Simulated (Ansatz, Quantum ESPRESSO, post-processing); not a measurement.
# Work function of Co(0001), 6 layers, part 6 of 6

How much energy does it take to lift an electron out of Co(0001), 6 layers, and how far do the settings matter?

Quantum ESPRESSO 7.5; plane-wave DFT, PBE, GBRV ultrasoft pseudopotentials; geometry and cross-check by Ansatz 0.2.0 with PAW datasets.

So far. Step 12 (Potential by pp.x): The upper face goes from 4.933 eV (PBE, GBRV) to 4.769 eV, a change of -0.164 eV.

### 13. SCF with pw.x: PBEsol, PseudoDojo norm-conserving

Level of this step: plane-wave DFT, PBEsol, PseudoDojo norm-conserving pseudopotentials (Quantum ESPRESSO 7.5).

Contents of dojo-pbesol.in:

```
&control
  prefix = 'dojo-pbesol'
  outdir = './out'
  pseudo_dir = './pseudo'
  calculation = 'scf'
  tprnfor = .true.
/
&system
  ibrav = 0
  nat = 6
  ntyp = 1
  ecutwfc = 84
  ecutrho = 336
  occupations = 'smearing'
  smearing = 'mv'
  degauss = 0.02
  nspin = 2
  starting_magnetization(1) = 0.28
/
&electrons
  conv_thr = 1e-07
  mixing_beta = 0.4
  electron_maxstep = 120
  mixing_mode = 'local-TF'
/
ATOMIC_SPECIES
  Co  58.9332  Co.dojo-sr-pbesol-0.4.1-standard.upf
CELL_PARAMETERS angstrom
  2.51000000000061 0.00000000000000 0.00000000000000
  1.25500000000031 2.17372376349947 0.00000000000000
  0.00000000000000 0.00000000000000 26.17805000000000
ATOMIC_POSITIONS crystal
  Co  0.666666666667 0.666666666667 0.309030536052
  Co  -0.000000000000 0.000000000000 0.383480347283
  Co  0.666666666667 0.666666666667 0.461119907700
  Co  0.000000000000 0.000000000000 0.538880092300
  Co  0.666666666667 0.666666666667 0.616519649154
  Co  0.000000000000 -0.000000000000 0.690969455348
K_POINTS automatic
  12 12 1 0 0 0
```

The run is started by

```sh
OMP_NUM_THREADS=1 mpirun -n 8 pw.x -nk 8 -in dojo-pbesol.in > dojo-pbesol.out
```

Output:

```text
[banner, memory and clock lines left out]
Program PWSCF v.7.5 starts
[citation notice left out]

[...]
Message from routine setup:
[...]
bravais-lattice index     =            0
     lattice parameter (alat)  =       4.7432  a.u.
     unit-cell volume          =     963.8556 (a.u.)^3
     number of atoms/cell      =            6
     number of atomic types    =            1
     number of electrons       =       102.00
     number of Kohn-Sham states=           61
     kinetic-energy cutoff     =      84.0000  Ry
     charge density cutoff     =     336.0000  Ry
     scf convergence threshold =      1.0E-07
     mixing beta               =       0.4000
     number of iterations used =            8  local-TF  mixing
     Exchange-correlation= PBESOL
                           (   1   4  10   8   0   0   0)

[...]
PseudoPot. # 1 for Co read from file:
     ./pseudo/Co.dojo-sr-pbesol-0.4.1-standard.upf
     Pseudo is Norm-conserving + core correction, Zval = 17.0
     Generated using ONCVPSP code by D. R. Hamann
     Using radial grid of 1388 points,  6 beta functions with:
                l(1) =   0
                l(2) =   0
                l(3) =   1
                l(4) =   1
                l(5) =   2
                l(6) =   2

     atomic species   valence    mass     pseudopotential
     Co               17.00    58.93320     Co( 1.00)

     Starting magnetic structure
     atomic species   magnetization
     Co              0.280

     12 Sym. Ops., with inversion, found ( 6 have fractional translation)

[...]
number of k points=    19  Marzari-Vanderbilt smearing, width (Ry)=  0.0200
[...]
Dense  grid:   100147 G-vectors     FFT dimensions: (  27,  27, 300)

     Generating pointlists ...
     new r_m :   0.3991 (alat units)  1.8932 (a.u.) for type    1

     Initial potential from superposition of free atoms

     starting charge     101.9984, renormalised to     102.0000

     negative rho (up, down):  2.050E-05 1.153E-05
     Starting wfcs are   60 randomized atomic wfcs +    1 random wfcs

     per-process dynamical memory:   149.4 Mb

     Self-consistent Calculation

     iteration #  1     ecut=    84.00 Ry     beta= 0.40
     Davidson diagonalization with overlap
     ethr =  1.00E-02,  avg # of iterations =  3.1

     total energy              =   -1833.50778076 Ry
     estimated scf accuracy    <       3.47595336 Ry

     total magnetization       =    13.00 Bohr mag/cell
     absolute magnetization    =    13.41 Bohr mag/cell

     iteration #  2     ecut=    84.00 Ry     beta= 0.40
[...]
total energy              =   -1833.67873917 Ry
     estimated scf accuracy    <       0.83992976 Ry

     total magnetization       =    11.90 Bohr mag/cell
     absolute magnetization    =    12.62 Bohr mag/cell

     iteration #  3     ecut=    84.00 Ry     beta= 0.40
[...]
total energy              =   -1833.77547671 Ry
     estimated scf accuracy    <       1.00029933 Ry

     total magnetization       =    11.13 Bohr mag/cell
     absolute magnetization    =    12.04 Bohr mag/cell

     iteration #  4     ecut=    84.00 Ry     beta= 0.40
[...]
total energy              =   -1833.80454586 Ry
     estimated scf accuracy    <       0.10580980 Ry

     total magnetization       =    10.08 Bohr mag/cell
     absolute magnetization    =    11.16 Bohr mag/cell

     iteration #  5     ecut=    84.00 Ry     beta= 0.40
[...]
total energy              =   -1833.80050619 Ry
     estimated scf accuracy    <       0.05764983 Ry

     total magnetization       =    10.03 Bohr mag/cell
     absolute magnetization    =    11.07 Bohr mag/cell

     iteration #  6     ecut=    84.00 Ry     beta= 0.40
[...]
total energy              =   -1833.80120969 Ry
     estimated scf accuracy    <       0.01509815 Ry

     total magnetization       =    10.02 Bohr mag/cell
     absolute magnetization    =    10.98 Bohr mag/cell

[...]
iteration # 15     ecut=    84.00 Ry     beta= 0.40
[...]
negative rho (up, down):  1.166E-04 1.007E-04

[...]
total energy              =   -1833.79723891 Ry
     estimated scf accuracy    <       0.00000817 Ry

     total magnetization       =    10.05 Bohr mag/cell
     absolute magnetization    =    11.03 Bohr mag/cell

     iteration # 16     ecut=    84.00 Ry     beta= 0.40
[...]
negative rho (up, down):  7.582E-06 5.024E-06

[...]
total energy              =   -1833.79723969 Ry
     estimated scf accuracy    <       0.00000086 Ry

     total magnetization       =    10.05 Bohr mag/cell
     absolute magnetization    =    11.02 Bohr mag/cell

     iteration # 17     ecut=    84.00 Ry     beta= 0.40
[...]
negative rho (up, down):  3.960E-08 0.000E+00

[...]
total energy              =   -1833.79724007 Ry
     estimated scf accuracy    <       0.00000014 Ry

     total magnetization       =    10.05 Bohr mag/cell
     absolute magnetization    =    11.02 Bohr mag/cell

     iteration # 18     ecut=    84.00 Ry     beta= 0.40
[...]
Magnetic moment per site  (integrated on atomic sphere of radius R)
     atom   1 (R=0.399)  charge= 15.3962  magn=  1.7865
     atom   2 (R=0.399)  charge= 15.4669  magn=  1.7349
     atom   3 (R=0.399)  charge= 15.4433  magn=  1.7163
     atom   4 (R=0.399)  charge= 15.4433  magn=  1.7163
     atom   5 (R=0.399)  charge= 15.4669  magn=  1.7349
     atom   6 (R=0.399)  charge= 15.3962  magn=  1.7865

[...]
End of self-consistent calculation

 ------ SPIN UP ------------

          k = 0.0000 0.0000 0.0000 ( 12325 PWs)   bands (ev):

   -89.6747 -89.6732 -89.6296 -89.6053 -89.5583 -89.5583 -53.2579 -53.2323
   -53.1323 -53.0439 -52.9954 -52.9954 -52.9942 -52.9942 -52.9930 -52.9548
   -52.9512 -52.9512 -52.9303 -52.9303 -52.8625 -52.8625 -52.8625 -52.8625
    -2.7201  -2.1129  -1.0555   0.0633   0.6754   0.8437   3.1566   3.1987
     3.2945   3.2945   3.3358   3.3358   3.3495   3.3536   3.3536   3.3709
     3.4802   3.4802   3.6247   3.6247   3.6996   3.6996   4.1379   4.1545
     4.1545   4.3867   4.3867   4.7001   4.7001   4.9804   4.9804   5.1143
     5.1143   5.1450   5.1450   5.6543   6.1874

          k = 0.0000 0.0962 0.0000 ( 12412 PWs)   bands (ev):

   -89.6721 -89.6707 -89.6273 -89.6037 -89.5564 -89.5563 -53.2519 -53.2282
   -53.1323 -53.0513 -53.0105 -53.0047 -52.9997 -52.9984 -52.9939 -52.9642
   -52.9571 -52.9553 -52.9426 -52.9333 -52.8767 -52.8765 -52.8661 -52.8661
    -2.4830  -1.8834  -0.8382   0.2672   0.8552   0.9964   2.9930   3.0678
     3.1698   3.1869   3.2880   3.3335   3.3574   3.3878   3.4212   3.4550
     3.5447   3.5629   3.5639   3.6425   3.7124   3.7930   3.9110   4.0950
     4.1143   4.3313   4.3608   4.5751   4.6814   4.7134   4.9102   4.9759
     5.1269   5.1698   5.3975   6.3630   6.9930

[...]
the Fermi energy is     6.0150 ev

!    total energy              =   -1833.79724017 Ry
     estimated scf accuracy    <       0.00000008 Ry
     smearing contrib. (-TS)   =       0.00379446 Ry
     internal energy E=F+TS    =   -1833.80103463 Ry

     The total energy is F=E-TS. E is the sum of the following terms:
     one-electron contribution =  -17147.94757359 Ry
     hartree contribution      =    8598.70149435 Ry
     xc contribution           =    -333.55278687 Ry
     ewald contribution        =    7048.99783148 Ry

     total magnetization       =    10.05 Bohr mag/cell
     absolute magnetization    =    11.02 Bohr mag/cell

     convergence has been achieved in  18 iterations

     Forces acting on atoms (cartesian axes, Ry/au):

     atom    1 type  1   force =     0.00000000    0.00000000    0.01563362
     atom    2 type  1   force =    -0.00000000   -0.00000000   -0.00325374
     atom    3 type  1   force =     0.00000000    0.00000000    0.01160970
     atom    4 type  1   force =    -0.00000000    0.00000000   -0.01160970
     atom    5 type  1   force =    -0.00000000    0.00000000    0.00325374
     atom    6 type  1   force =     0.00000000    0.00000000   -0.01563362

     Total force =     0.027921     Total SCF correction =     0.002763

[...]
```

Run time: 2.2 min. Hardware: 8 MPI ranks of Arm Neoverse V2, shared host; peak memory 1.8 GiB.

Read from the output:

```
free energy            : -24950.0825 eV
Fermi energy           : 6.015 eV
magnetization          : 10.05 μB
absolute magnetization : 11.02 μB
site moments           : 1.786, 1.735, 1.716, 1.716, 1.735, 1.786 μB
```

### 14. Potential by pp.x

Contents of dojo-pbesol.pot.in:

```
&inputpp
  prefix = 'dojo-pbesol'
  outdir = './out'
  filplot = 'dojo-pbesol.pot.dat'
  plot_num = 11
/
```

The run is started by

```sh
OMP_NUM_THREADS=1 mpirun -n 8 pp.x -in dojo-pbesol.pot.in > dojo-pbesol.pot.out
```

Elapsed: 0.75 s, on 8 MPI ranks; peak memory 0.11 GiB.

Read from the output:

```
work function of the upper face                                       : 5.035 eV
slope of the potential above                                          : 2.34e-4 eV/Å
upper vacuum line continued to the top atoms, over the Fermi level    : 5.034 eV
work function of the lower face                                       : 5.035 eV
slope of the potential below                                          : -1.56e-4 eV/Å
lower vacuum line continued to the bottom atoms, over the Fermi level : 5.034 eV
```

The upper face goes from 4.933 eV (PBE, GBRV) to 5.035 eV, a change of +0.102 eV.

### 15. All levels side by side

All levels:

```csv
level,upper face (eV),lower face (eV),dipole (e Å),CPU time (s)
"QE PBE GBRV, periodic",4.933,4.933,-,540.5
"QE PBE GBRV, ESM bc1",4.931,4.931,-,912.5
"QE LDA PseudoDojo norm-conserving, periodic",5.273,5.273,-,987.6
"QE RPBE GBRV ultrasoft, periodic",4.769,4.769,-,522.9
"QE PBEsol PseudoDojo norm-conserving, periodic",5.035,5.035,-,1065
"Ansatz PBE PAW, sawtooth (time of the whole relaxation)",4.909,4.909,9.26e-6,215.7
```

The times are CPU seconds on a shared host; the codes use unlike cutoffs, datasets and smearings, so their times compare unlike work.

### 16. Ground state

Level of this step: plane-wave DFT, PBE, GBRV ultrasoft pseudopotentials (Quantum ESPRESSO 7.5).

Contents of esm.w0.in:

```
&control
  prefix = 'esm.w0'
  outdir = './out'
  pseudo_dir = './pseudo'
  calculation = 'scf'
  tprnfor = .true.
/
&system
  ibrav = 0
  nat = 6
  ntyp = 1
  ecutwfc = 40
  ecutrho = 200
  occupations = 'smearing'
  smearing = 'mv'
  degauss = 0.02
  assume_isolated = 'esm'
  esm_bc = 'bc1'
  nspin = 2
  starting_magnetization(1) = 0.28
/
&electrons
  conv_thr = 1e-10
  mixing_beta = 0.4
  electron_maxstep = 120
  mixing_mode = 'local-TF'
  diagonalization = 'ppcg'
/
ATOMIC_SPECIES
  Co  58.9332  co_pbe_v1.2.uspp.F.UPF
CELL_PARAMETERS angstrom
  2.51000000000061 0.00000000000000 0.00000000000000
  1.25500000000031 2.17372376349947 0.00000000000000
  0.00000000000000 0.00000000000000 26.17805000000000
ATOMIC_POSITIONS crystal
  Co  0.666666666667 0.666666666667 -0.190969459648
  Co  -0.000000000000 0.000000000000 -0.116519648417
  Co  0.666666666667 0.666666666667 -0.038880088000
  Co  0.000000000000 0.000000000000 0.038880096600
  Co  0.666666666667 0.666666666667 0.116519653454
  Co  0.000000000000 -0.000000000000 0.190969459648
K_POINTS automatic
  12 12 1 0 0 0
```

The run is started by

```sh
OMP_NUM_THREADS=1 mpirun -n 8 pw.x -nk 8 -in esm.w0.in > esm.w0.out
```

Output:

```text
[banner, memory and clock lines left out]
Program PWSCF v.7.5 starts

          URL

 %%%%%%%%%%%%%%%%%%%%%%%%%%%%%%%%%%%%%%%%%%%%%%%%%%%%%%%%%%%%%%%%%%%%%%%%%%%%%%
     Error in routine iosys (1):
     PPCG diagonalization not supported anymore (Dec. 2024)
 %%%%%%%%%%%%%%%%%%%%%%%%%%%%%%%%%%%%%%%%%%%%%%%%%%%%%%%%%%%%%%%%%%%%%%%%%%%%%%

     stopping ...
[the rest left out]
```

It took 0.52 s on 8 MPI ranks; peak memory 0.11 GiB.

The input was rejected at the start.

The fault put into the input: an eigensolver that this release has dropped (electrons.diagonalization = "ppcg").

The message: “iosys (1): PPCG diagonalization not supported anymore (Dec. 2024)”. This release no longer has that solver; david, paro or rmm-davidson serve.

### 17. The arithmetic

In the first self-consistent run, on its own zero, the Fermi level is 5.837 eV and the upper vacuum level 10.770 eV: φ = 10.770 − (5.837) = 4.933 eV.

### 18. What came out

| Item | Value |
| --- | --- |
| work function of the upper face, PBE, GBRV | 4.93 eV |
| work function of the lower face, PBE, GBRV | 4.93 eV |
| upper face by ESM | 4.93 eV |
| upper face by Ansatz | 4.91 eV |

In words: At the first level (PBE, GBRV ultrasoft) the work function comes to 4.93 eV on both faces. ESM differs from the periodic treatment by -2 meV on the upper face and -2 meV on the lower. Over the levels tried the upper face spans 4.77 eV (QE RPBE GBRV ultrasoft, periodic) to 5.27 eV (QE LDA PseudoDojo norm-conserving, periodic). Quantum ESPRESSO and Ansatz give 4.93 and 4.91 eV for the upper face, which agree. Ansatz ran with Fermi-Dirac smearing of 0.1 eV against cold smearing of 0.02 Ry, which alone can move a level by some tens of meV. With 12×12 points and so few layers the values hold to some 0.05 to 0.1 eV. The slab is cut at a tabulated measured bulk lattice constant, given to two decimals.

Calculation against experiment:

| quantity | measured | QE PBE GBRV | QE PBE GBRV, ESM bc1 | QE LDA PseudoDojo | QE RPBE GBRV | QE PBEsol PseudoDojo | Ansatz PBE PAW |
| --- | --- | --- | --- | --- | --- | --- | --- |
| work function, loosely compared (polycrystalline sample, no single face) (eV) | 5 | 4.93 (-0.07 eV) | 4.93 (-0.07 eV) | 5.27 (+0.27 eV) | 4.77 (-0.23 eV) | 5.04 (+0.04 eV) | 4.91 (-0.09 eV) |

Measured values from arxiv:1902.07811 (2019).

Verdict: For the work function, set beside that of the polycrystal,, of the levels listed nearest comes QE PBEsol PseudoDojo (+0.04 eV) and farthest QE LDA PseudoDojo (+0.27 eV). A polycrystal averages over faces, so this is a loose comparison.

[Logs are printed without paths, hosts, clocks, repeated set-up lines and the standing remarks that a program may print on its own settings, such as how far it seeks lower states.]

[Hosts, paths, dates, database ids (printed as entryN), source tags and the programs' standing remarks are cut or masked in the printed files.]

[Maps of the electrostatic potential energy from Ansatz leave out the sawtooth potential of an applied field or a dipole correction, so their vacuum need not be flat; planar profiles and work functions include it.]
